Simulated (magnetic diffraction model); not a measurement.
# Yb3Si2Ge2Pd4: what an assumed order does to the neutron pattern

Space group Immm (no. 71), a = 4.2650 Å, b = 7.2010 Å, c = 13.8310 Å.

| site | atom | x | y | z |
| --- | --- | --- | --- | --- |
| 4j | Yb | 0 | 1/2 | 0.8773 |
| 2a | Yb | 0 | 0 | 0 |
| 8l | Pd | 0 | 0.7008 | 0.6774 |
| 4h | Ge | 1/2 | 0.6742 | 0 |
| 4i | Si | 1/2 | 1/2 | 0.7199 |

The compound is invented for this exercise: a known structure type with other elements, its cell scaled to their sizes and not relaxed.

Only Yb is taken to order (form factors of Yb3+); orders and moment sizes are assumed, and not adapted to the symmetry. Radiation: neutrons of λ = 1.8 Å, 2° to 55°; isotropic B of 0.41 Å² (Yb), 0.39 Å² (Pd), 0.41 Å² (Ge) and 0.76 Å² (Si). The intensities are simulated: I ∝ L Σ (|F_N|² + |F_M⊥|²) for unpolarised neutrons, with F_M = 2.695 fm/μB × Σ f(s) S exp(2πi Q·r) exp(−B s²) at Q = H ± k (one set where k and −k are equivalent), only the part normal to Q counting and L = 1/(sin²θ cos θ). For collinear order S is the moment m, which repeats by lattice and centring translations R with the sign exp(−2πi k·R). Form factors are spin-only for 3d ions and dipole or tabulated for f ions, scattering lengths are Sears's of 1992, and absorption is left out. A label names one of the reflections at its angle. The strongest nuclear line in the range is 100, and lines under 0.2 are left out.

Assume the order k = (0 1/2 1/2), collinear moments along [110], 2.8 μB on Yb; signs + at (0, 1/2, 0.8773), − at (1/2, 0, 0.6227), + at (0, 0, 0).

Predict the pattern, nuclear and magnetic parts apart.

```
2θ (°)          index  nuclear  magnetic
  8.08    (0 1/2 1/2)      0.0      22.9
 13.31   (0 1/2 -3/2)      0.0       5.8
 14.96        (0 0 2)      3.5       0.0
 16.20        (0 1 1)      7.4       0.0
 20.07    (0 1/2 5/2)      0.0       2.6
 21.94   (0 3/2 -1/2)      0.0       2.0
 24.40    (0 3/2 3/2)      0.0       0.9
 25.52        (1 0 1)      1.1       0.0
 25.71   (1 1/2 -1/2)      0.0       7.2
 26.81        (0 1 3)      4.3       0.0
 27.32   (0 1/2 -7/2)      0.0       4.1
 27.86    (1 1/2 3/2)      0.0       2.4
 28.39        (1 1 0)      0.6       0.0
 28.74   (0 3/2 -5/2)      0.0       0.8
 28.95        (0 2 0)      5.0       0.0
 30.17        (0 0 4)      0.3       0.0
 31.77   (1 1/2 -5/2)      0.0       1.7
 32.24        (1 1 2)     14.7       0.0
 32.74        (0 2 2)      1.7       0.0
 33.02    (1 3/2 1/2)      0.0       3.2
 34.31    (0 3/2 7/2)      0.0       1.8
 34.76   (1 3/2 -3/2)      0.0       1.1
 34.84    (0 1/2 9/2)      0.0       2.6
 36.62    (0 5/2 1/2)      0.0       0.6
 36.93    (1 1/2 7/2)      0.0       3.8
 38.03    (1 3/2 5/2)      0.0       0.9
 38.22   (0 5/2 -3/2)      0.0       0.3
 38.97        (1 2 1)    100.0       0.0
 40.69   (0 3/2 -9/2)      0.0       1.5
 40.80        (0 1 5)     23.8       0.0
 41.25    (0 5/2 5/2)      0.0       0.2
 41.91        (1 1 4)     97.3       0.0
 42.31        (0 2 4)      2.1       0.0
 42.53   (1 3/2 -7/2)      0.0       2.3
 42.61  (0 1/2 -11/2)      0.0       0.7
 42.98   (1 1/2 -9/2)      0.0       3.0
 44.47   (1 5/2 -1/2)      0.0       1.2
 44.74        (0 3 1)      0.2       0.0
 44.78        (1 2 3)     10.3       0.0
 45.49   (0 5/2 -7/2)      0.0       0.7
 45.63        (1 0 5)     17.5       0.0
 45.84    (1 5/2 3/2)      0.0       0.5
 45.96        (0 0 6)     15.1       0.0
 47.66   (0 3/2 11/2)      0.0       0.4
 48.00    (1 3/2 9/2)      0.0       2.0
 48.49   (1 5/2 -5/2)      0.0       0.4
 49.69   (1 1/2 11/2)      0.0       0.9
 49.93        (2 0 0)     47.0       0.0
```
(The table stops after 48 lines; 14 more lie at higher angle.)

The strongest magnetic line in the range is (0 1/2 1/2) at 8.08° (22.9). On top of the Lorentz factor, which all lines share, magnetic lines fade with angle because f falls: for Yb3+ it is 0.97, 0.88, 0.76 and 0.51 at sin θ/λ = 0.1, 0.2, 0.3 and 0.5 Å⁻¹, while nuclear lengths stay constant. The order has no net moment.

[Logs are printed without paths, hosts, clocks, repeated set-up lines and the standing remarks that a program may print on its own settings, such as how far it seeks lower states.]
